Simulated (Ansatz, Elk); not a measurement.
# Be3TlN: X-ray structure factors from the self-consistent density

The structure of Be3TlN used here is made up (a known structure type with other elements) and was relaxed beforehand with PBE. The aim is the Fourier transform of its all-electron density, F(hkl), set beside the sum over free spherical atoms that refinements use.

Program: Elk 11.2.3 (patched build). Level of theory: DFT, PBE, all-electron APW+lo, Dirac cores, scalar-relativistic bands, static density, no spin. Results are calculated unless marked as measured.

The structure was built from a prototype and need not be the compound's stable phase.

## Step 1: The structure

Symmetry: Pm-3m, No. 221, cubic system. Conventional cell: a = 3.779 Å, b = 3.779 Å, c = 3.779 Å, α = 90.00°, β = 90.00°, γ = 90.00°. Nearest to Tl lie 12 Be at 2.67 Å. N has 6 Be at 1.89 Å nearest. Nearest to Be lie 2 N at 1.89 Å. Farther neighbours and most contacts between anions are not listed.

## Step 2: Ground state and structure factors

An all-electron density is needed, since X-rays see the cores too. Task 0 finds the density and task 195 Fourier-transforms it; tshift is off so that phases refer to the origin typed.

The input, elk.in:

```
tasks
  0
  195

xctype
  20

spinpol
  .false.

rgkmax
  7.0

gmaxvr
  14.0

lmaxo
  7

lmaxapw
  8

swidth
  0.002

tshift
  .false.

ramdisk
  .false.

hmaxvr
  5.5

maxscl
  120

epspot
  1e-06

sppath
  './'

avec
  7.14111473907 0.00000000000 0.00000000000
  0.00000000000 7.14111473907 0.00000000000
  0.00000000000 0.00000000000 7.14111473907

atoms
  3
  'Tl.in'
  1
  0.0000000000 -0.0000000000 -0.0000000000   0.000000 0.000000 0.000000
  'N.in'
  1
  0.5000000000 0.5000000000 0.5000000000   0.000000 0.000000 0.000000
  'Be.in'
  3
  0.5000000000 0.0000000000 0.5000000000   0.000000 0.000000 0.000000
  0.5000000000 0.5000000000 0.0000000000   0.000000 0.000000 0.000000
  -0.0000000000 0.5000000000 0.5000000000   0.000000 0.000000 0.000000

ngridk
  6 6 6
```

Run with:

```console
OMP_NUM_THREADS=4 elk
```

Numbers of over 12 decimals in the logs are rounded to 6 here.

The program printed:

```text
┌─────────────────────────┐
│ Elk code version 11.2.3 │
└─────────────────────────┘

All units are atomic (Hartree, Bohr, etc.)

┌─────────────────────────────────────────────────┐
│ Ground-state run starting from atomic densities │
└─────────────────────────────────────────────────┘

Lattice vectors :
   7.141114739       0.000000000       0.000000000
   0.000000000       7.141114739       0.000000000
   0.000000000       0.000000000       7.141114739

Reciprocal lattice vectors :
  0.8798605731       0.000000000       0.000000000
   0.000000000      0.8798605731       0.000000000
   0.000000000       0.000000000      0.8798605731

Unit cell volume      :    364.1648575
Brillouin zone volume :   0.6811481348

Muffin-tin inner radius fraction :   0.1000000000E-01

Nuclei treated as point charges

Species : 1 (Tl)
 parameters loaded from : Tl.in
 name : thallium
 nuclear charge    :   -81.00000000
 electronic charge :    81.00000000
 atomic mass :    372567.9643
 muffin-tin radius :    2.800000000
 number of radial points in muffin-tin :   1393
 inner part over the whole radius :   0.9893942913E-02
 number on inner part of muffin-tin    :   1000
 approximate nuclear radius :   0.1043008296E-03
 number of mesh points to nuclear radius :    525
 atomic positions (lattice), magnetic fields (Cartesian) :
  1 :   0.00000000  0.00000000  0.00000000    0.00000000  0.00000000  0.00000000

Species : 2 (N)
 parameters loaded from : N.in
 name : nitrogen
 nuclear charge    :   -7.000000000
 electronic charge :    7.000000000
 atomic mass :    25532.65216
 muffin-tin radius :    1.760278685
 number of radial points in muffin-tin :    593
 inner part over the whole radius :   0.9989088951E-02
 number on inner part of muffin-tin    :    407
 approximate nuclear radius :   0.4939692610E-04
 number of mesh points to nuclear radius :    170
 atomic positions (lattice), magnetic fields (Cartesian) :
  1 :   0.50000000  0.50000000  0.50000000    0.00000000  0.00000000  0.00000000

Species : 3 (Be)
 parameters loaded from : Be.in
 name : beryllium
 nuclear charge    :   -4.000000000
 electronic charge :    4.000000000
 atomic mass :    16428.20280
 muffin-tin radius :    1.760278685
 number of radial points in muffin-tin :    593
 inner part over the whole radius :   0.9897054457E-02
 number on inner part of muffin-tin    :    403
 approximate nuclear radius :   0.4290726161E-04
 number of mesh points to nuclear radius :    156
 atomic positions (lattice), magnetic fields (Cartesian) :
  1 :   0.50000000  0.00000000  0.50000000    0.00000000  0.00000000  0.00000000
  2 :   0.50000000  0.50000000  0.00000000    0.00000000  0.00000000  0.00000000
  3 :   0.00000000  0.50000000  0.50000000    0.00000000  0.00000000  0.00000000

Total number of atoms per unit cell :    5
Total muffin-tin volume :    183.3411050
 ratio of muffin-tin to unit cell volume :   0.5034563363

Spin treatment :
 spin-unpolarised

Number of Bravais lattice symmetries :   48
Number of crystal symmetries         :   48
Crystal has inversion symmetry
Real symmetric eigensolver will be used

k-point grid :      6     6     6
k-point offset :    0.000000000       0.000000000       0.000000000
k-point set is reduced with full crystal symmetry group
Total number of k-points :       20

Muffin-tin radius times maximum |G+k| :    7.000000000
 using average radius
Maximum |G+k| for APW functions       :    3.556507665
Maximum (1/2)|G+k|²                   :    6.324373385
Maximum |G| for potential and density :    14.00000000
Constant for pseudocharge density :   10
 order of it for each species :   17  17  17
 order of it for pair densities of each species (exact exchange by exxq0 0: 18) :   17   7   7
Radial integration step length :    1

G-vector grid sizes :     32    32    32
Number of G-vectors :    16879

Maximum angular momentum used for
 APW functions            :    8
 outer part of muffin-tin :    7
 inner part of muffin-tin :    2

Total nuclear charge    :   -100.0000000
[...]
exchange                    :     -391.87247523313
 correlation                 :     -5.638777
 electron entropic           :    -0.41613209306291E-03
 total energy                :     -20390.760837990

Density of states at Fermi energy :    30.35753207
 (states/Hartree/unit cell)

Estimated indirect band gap :   0.4503518497E-02
 from k-point 11 to k-point 5
Estimated direct band gap   :   0.1989169429E-01
 at k-point 5

Charges :
 core                        :    70.00000000
 valence                     :    30.00000000
 interstitial                :    5.216876655
 muffin-tins (core leakage)
  species : 1 (Tl)
   atom 1                    :    79.70781831     (  0.4103490837E-04)
  species : 2 (N)
[...]
species : 3 (Be)
[...]
total in muffin-tins        :    94.78312334
 total calculated charge     :    99.99502365
 total charge                :    100.0000000
 error                       :   0.4976353429E-02

RMS change in Kohn-Sham potential (target) :    6.253320193     (  0.1000000000E-05)
Absolute change in total energy (target)   :    2.785234884     (  0.1000000000E-03)

[... loops 3 to 15 left out ...]

┌──────────────────┐
│ Loop number : 16 │
└──────────────────┘

Energies :
 Fermi                       :     0.313319
 sum of occupied eigenvalues :     -12567.494123308
 electron kinetic            :      23613.631981684
 core electron kinetic       :      23369.144161367
 Coulomb                     :     -43603.630540066
 Coulomb potential           :     -35661.140430818
 nuclear-nuclear             :     -1470.6795315627
 electron-nuclear            :     -48626.233784863
 Hartree                     :      6493.2827763589
 Madelung                    :     -25773.060324658
 xc potential                :     -519.98567417466
 exchange                    :     -391.92735780010
 correlation                 :     -5.652478
 electron entropic           :    -0.47292439165734E-03
 total energy                :     -20387.578866781

Density of states at Fermi energy :    36.95531120
 (states/Hartree/unit cell)

Estimated indirect band gap :   0.2970797521E-02
 from k-point 2 to k-point 4
Estimated direct band gap   :   0.2827722736E-01
 at k-point 7

Charges :
 core                        :    70.00000000
 valence                     :    30.00000000
 interstitial                :    5.385803995
 muffin-tins (core leakage)
  species : 1 (Tl)
[...]
species : 2 (N)
[...]
species : 3 (Be)
[...]
total in muffin-tins        :    94.61419601
 total calculated charge     :    99.99527074
 total charge                :    100.0000000
 error                       :   0.4729264151E-02

RMS change in Kohn-Sham potential (target) :   0.5892225411E-06 (  0.1000000000E-05)
Absolute change in total energy (target)   :   0.2353809396E-04 (  0.1000000000E-03)

Convergence targets achieved

┌──────────────────┐
│ Loop number : 17 │
└──────────────────┘

Energies :
 Fermi                       :     0.313319
 sum of occupied eigenvalues :     -12567.494122125
 electron kinetic            :      23613.631983026
 core electron kinetic       :      23369.144162119
 Coulomb                     :     -43603.630540263
 Coulomb potential           :     -35661.140432622
 nuclear-nuclear             :     -1470.6795315627
 electron-nuclear            :     -48626.233783438
 Hartree                     :      6493.2827747374
 Madelung                    :     -25773.060323952
 xc potential                :     -519.98567252831
 exchange                    :     -391.92735784092
 correlation                 :     -5.652478
 electron entropic           :    -0.47292437132056E-03
 total energy                :     -20387.578865674

Density of states at Fermi energy :    36.95530945
 (states/Hartree/unit cell)

Estimated indirect band gap :   0.2970798001E-02
 from k-point 2 to k-point 4
Estimated direct band gap   :   0.2827722837E-01
 at k-point 7

Charges :
 core                        :    70.00000000
 valence                     :    30.00000000
 interstitial                :    5.385803930
 muffin-tins (core leakage)
  species : 1 (Tl)
[...]
species : 2 (N)
[...]
species : 3 (Be)
   atom 1                    :    2.661134414     (  0.1360242309E-02)
   atom 2                    :    2.661134414     (  0.1360242309E-02)
   atom 3                    :    2.661134414     (  0.1360242309E-02)
 total in muffin-tins        :    94.61419607
 total calculated charge     :    99.99527074
 total charge                :    100.0000000
 error                       :   0.4729263966E-02

┌──────────────────────────────┐
│ Self-consistent loop stopped │
└──────────────────────────────┘

Warning : core states of species 3 leak from the muffin-tin :   0.1360242309E-02

Wrote STATE.OUT
```

The job ended after 17 s (4 threads of Arm Neoverse V1, shared host; peak memory 0.16 GiB).

SFACRHO.OUT:

```text

h k l indices transformed by vhmat matrix:
   1.000000000       0.000000000       0.000000000    
   0.000000000       1.000000000       0.000000000    
   0.000000000       0.000000000       1.000000000    

      h      k      l  multipl.   |H|            Re(F)            Im(F)           |F|

      0      0      0      1   0.0000000       100.00000      0.41206228E-18   100.00000    
     -1      0      0      6  0.87986057       65.613632     -0.47061188E-14   65.613632    
      1     -1      0     12   1.2443108       72.623651      0.55043811E-15   72.623651    
     -1     -1     -1      8   1.5239632       67.671406     -0.14104704E-14   67.671406    
      0      0     -2      6   1.7597211       72.655241      0.79139028E-14   72.655241    
     -1     -2      0     24   1.9674281       56.183123     -0.94644007E-14   56.183123    
      1     -2      1     24   2.1552094       60.434581     -0.32869120E-14   60.434581    
      0      2     -2     12   2.4886215       62.949160     -0.11824638E-14   62.949160    
      0     -3      0      6   2.6395817       50.289753     -0.12165820E-13   50.289753    
     -1      2     -2     24   2.6395817       50.403118     -0.31521572E-14   50.403118    
      3      1      0     24   2.7823634       53.744655     -0.48264200E-14   53.744655    
      1     -3      1     24   2.9181674       53.908327      0.10414194E-14   53.908327    
     -2      2      2      8   3.0479264       56.901890     -0.56483360E-14   56.901890    
     -3      2      0     24   3.1723824       46.109544     -0.49648800E-14   46.109544    
     -3      1      2     48   3.2921368       49.131534      0.29605365E-14   49.131534    
      0     -4      0      6   3.5194423       52.557079      0.10218282E-13   52.557079    
      2     -2     -3     24   3.6277581       42.887688     -0.67789113E-14   42.887688    
      4     -1      0     24   3.6277581       42.876204     -0.23976685E-14   42.876204
```

Elk indexes on the primitive cell of elk.in and gives |H| = 4π sin θ/λ in inverse bohr. Below, one row stands for each form hkl of the conventional cell (m members, Friedel mates merged), F is for one primitive cell and the density is static (no thermal factor). Free-atom factors are Waasmaier and Kirfel's, and R is Σm||F|−|F'||/Σm|F|.

```csv
hkl,m,sin θ/λ (Å⁻¹),"abs F, DFT",neutral atoms,diff.
100,6,0.132,65.614,65.987,-0.373
110,12,0.187,72.624,72.509,+0.115
111,8,0.229,67.671,68.079,-0.407
200,6,0.265,72.655,72.632,+0.023
210,24,0.296,56.183,56.309,-0.126
211,24,0.324,60.435,60.538,-0.103
220,12,0.374,62.949,62.996,-0.047
300,6,0.397,50.290,50.331,-0.041
221,24,0.397,50.403,50.331,+0.073
310,24,0.418,53.745,53.725,+0.020
311,24,0.439,53.908,53.892,+0.016
222,8,0.458,56.902,56.941,-0.039
320,24,0.477,46.109,46.095,+0.015
321,48,0.495,49.132,49.118,+0.014
```

## Step 3: The highest occupied states alone

An energy window below the Fermi level keeps the highest occupied states, to see at which angles they scatter; shallow core shells can lie inside it and anion s states outside. No new self-consistency is needed.

Edit elk.in of step 2 so:

```diff
@@ -1,3 +1,2 @@
 tasks
-  0
   195
@@ -40,2 +39,5 @@
 
+wsfac
+  -0.237920 0.613320
+
 sppath
```

Run with:

```console
OMP_NUM_THREADS=4 elk
```

The program printed:

```text
┌─────────────────────────────────┐
│ Elk code version 11.2.3 started │
└─────────────────────────────────┘

Info(readinput): the functional depends on the density's gradient
 muffin-tin radial points multiplied by    2.00000
 (not where nrmtscf is given)

┌────────────────────┐
│ Current task : 195 │
└────────────────────┘
Info(checkmt): changed muffin-tin radius of species 2 (N) from   1.8000 to   1.7603
Info(checkmt): changed muffin-tin radius of species 3 (Be) from   1.8000 to   1.7603

Info(sfacrho): density structure factors written to SFACRHO.OUT

 Energy window :  -0.2379200000      0.6133200000

┌──────────────────┐
│ Elk code stopped │
└──────────────────┘
```

Run time: 6.4 s. Hardware: 4 threads; peak memory 0.16 GiB.

States within 15 eV below the Fermi level hold 22.00 electrons; any levels below the window count with the cores. Their amplitudes can exceed the total, where window and core parts have opposite phase:

```csv
hkl,sin θ/λ (Å⁻¹),"abs F, window","abs F, all"
100,0.132,4.894,65.614
110,0.187,7.603,72.624
111,0.229,2.563,67.671
200,0.265,4.323,72.655
210,0.296,1.172,56.183
211,0.324,2.360,60.435
220,0.374,1.214,62.949
300,0.397,0.076,50.290
221,0.397,0.152,50.403
310,0.418,0.693,53.745
```

## Step 4: Another try

In this try the input is made faulty on purpose, to show what that does.

The input is changed as shown.

Edit elk.in of step 3 so:

```diff
@@ -1,2 +1,3 @@
 tasks
+  0
   195
@@ -34,3 +35,3 @@
 maxscl
-  120
+  40
 
@@ -39,7 +40,7 @@
 
-wsfac
-  -0.237920 0.613320
-
 sppath
   './'
+
+scale
+  0.52917721
```

Run with:

```console
OMP_NUM_THREADS=4 elk
```

The program printed:

```text
┌─────────────────────────┐
│ Elk code version 11.2.3 │
└─────────────────────────┘

All units are atomic (Hartree, Bohr, etc.)

┌─────────────────────────────────────────────────┐
│ Ground-state run starting from atomic densities │
└─────────────────────────────────────────────────┘

Lattice vectors :
   3.778915174       0.000000000       0.000000000
   0.000000000       3.778915174       0.000000000
   0.000000000       0.000000000       3.778915174

Reciprocal lattice vectors :
   1.662695514       0.000000000       0.000000000
[...]
┌──────────────────────────────┐
│ Self-consistent loop stopped │
└──────────────────────────────┘

Warning : the lowest level lies among the core levels :  -0.8637980288     -0.2528214188

Warning : core states of species 1 leak from the muffin-tin :   0.2148049997E-01

Warning : core states of species 2 leak from the muffin-tin :   0.1792609698E-02

Warning : core states of species 3 leak from the muffin-tin :   0.2772098308

Warning : the occupied levels lie far from the species files' linearisation energy :    1.755028828

Warning : more electrons lie deep than the shells out of the core hold :   12.0000       6.00000

Wrote STATE.OUT
[key lines of the parts left out:]
total energy                :     -20399.537751094
```

Run time: 12 s. Hardware: 4 threads; peak memory 0.16 GiB.

The run finished. A setting was moved off its sound value on purpose, so it serves as a test and not as the result.

The fault put into the input: lattice vectors in angstrom read as bohr.

Its structure factors differ from the first run's by R = 26.9 %.

## Step 5: Another functional

The difference from free atoms is small, so it is set against the change that LDA (Perdew-Wang) makes.

Edit elk.in of step 4 so:

```diff
@@ -5,3 +5,3 @@
 xctype
-  20
+  3
 
@@ -35,3 +35,3 @@
 maxscl
-  40
+  120
 
@@ -42,5 +42,2 @@
   './'
-
-scale
-  0.52917721
```

Run with:

```console
OMP_NUM_THREADS=4 elk
```

The program printed:

```text
┌─────────────────────────┐
│ Elk code version 11.2.3 │
└─────────────────────────┘

All units are atomic (Hartree, Bohr, etc.)

┌─────────────────────────────────────────────────┐
│ Ground-state run starting from atomic densities │
└─────────────────────────────────────────────────┘

Lattice vectors :
   7.141114739       0.000000000       0.000000000
   0.000000000       7.141114739       0.000000000
   0.000000000       0.000000000       7.141114739

Reciprocal lattice vectors :
  0.8798605731       0.000000000       0.000000000
[...]
species : 1 (Tl)
[...]
species : 2 (N)
[...]
species : 3 (Be)
[...]
atom 2                    :    2.666528848     (  0.1482005688E-02)
   atom 3                    :    2.666528848     (  0.1482005688E-02)
 total in muffin-tins        :    94.64054423
 total calculated charge     :    99.99491085
 total charge                :    100.0000000
 error                       :   0.5089153858E-02

┌──────────────────────────────┐
│ Self-consistent loop stopped │
└──────────────────────────────┘

Warning : core states of species 3 leak from the muffin-tin :   0.1482005688E-02

Wrote STATE.OUT
[key lines of the parts left out:]
total energy                :     -20375.721523398
```

Wall time 10 s (4 threads); peak memory 0.16 GiB.

Against the first run R = 0.04 %; the largest change is -0.044 at 442.

## Step 6: A coarser k-mesh

About half the k-points along each axis test the sampling.

Edit elk.in of step 5 so:

```diff
@@ -5,3 +5,3 @@
 xctype
-  3
+  20
 
@@ -63,2 +63,2 @@
 ngridk
-  6 6 6
+  3 3 3
```

Run with:

```console
OMP_NUM_THREADS=4 elk
```

The program printed:

```text
┌─────────────────────────┐
│ Elk code version 11.2.3 │
└─────────────────────────┘

All units are atomic (Hartree, Bohr, etc.)

┌─────────────────────────────────────────────────┐
│ Ground-state run starting from atomic densities │
└─────────────────────────────────────────────────┘

Lattice vectors :
   7.141114739       0.000000000       0.000000000
   0.000000000       7.141114739       0.000000000
   0.000000000       0.000000000       7.141114739

Reciprocal lattice vectors :
  0.8798605731       0.000000000       0.000000000
[...]
species : 1 (Tl)
[...]
species : 2 (N)
[...]
species : 3 (Be)
[...]
atom 2                    :    2.649801761     (  0.1355931307E-02)
   atom 3                    :    2.649801761     (  0.1355931307E-02)
 total in muffin-tins        :    94.64504345
 total calculated charge     :    99.99542130
 total charge                :    100.0000000
 error                       :   0.4578702897E-02

┌──────────────────────────────┐
│ Self-consistent loop stopped │
└──────────────────────────────┘

Warning : core states of species 3 leak from the muffin-tin :   0.1355931307E-02

Wrote STATE.OUT
[key lines of the parts left out:]
total energy                :     -20387.573577195
```

Elapsed: 12 s, on 4 threads; peak memory 0.16 GiB; 20 s of CPU time.

Against the first run R = 0.01 %; the largest change is -0.053 at 111.

## Step 7: Settings against the effect

```csv
run,R against the first run (%),"R against neutral atoms, low angle (%)",wall time
"PBE, rgkmax 7",0.00,0.28,17 s
LDA (Perdew-Wang),0.04,0.28,10 s
k-mesh 3×3×3,0.01,0.32,12 s
```

## Step 8: Results

```yaml
r_against_neutral_atoms_sin_theta_lambda_0p3_a_minus1: 0.28 %
r_against_neutral_atoms_0p3_to_0p82_a_minus1: 0.10 %
```

In words: Independent neutral atoms miss the calculated amplitudes by R = 0.28 % below 0.3 Å⁻¹ and 0.10 % from there to 0.82 Å⁻¹; by shells, 0.57 % below 0.15 Å⁻¹ (1 form), 0.24 % 0.15 to 0.3 (4 forms), 0.09 % 0.3 to 0.45 (6 forms), 0.10 % above 0.45 (33 forms). Bonding, aspherical density and the tables' own atoms all enter these figures, and the runs don't part them. The largest change of an amplitude is -0.41 electrons, at 111. The window's part falls from 22.0 electrons at the origin to at most 0.36 between 0.45 and 0.82 Å⁻¹. The window holds more than the 14 outer electrons of the free atoms, so shallow core shells lie inside it. Below 0.3 Å⁻¹ the changes that finished (LDA (Perdew-Wang) and k-mesh 3×3×3) move F by R = 0.04 % at most, against the 0.28 % that separates it from free atoms. The basis has no finished test. Spin-orbit coupling is left out, which can matter for elements this heavy. Part of the difference isn't bonding: the tables are fits to free atoms and ions calculated by other methods than this functional. Thermal motion, anomalous dispersion and extinction are left out.

[Logs are printed without paths, hosts, clocks, repeated set-up lines and the standing remarks that a program may print on its own settings, such as how far it seeks lower states.]

[Hosts, paths, dates, database ids (printed as entryN), source tags and the programs' standing remarks are cut or masked in the printed files.]
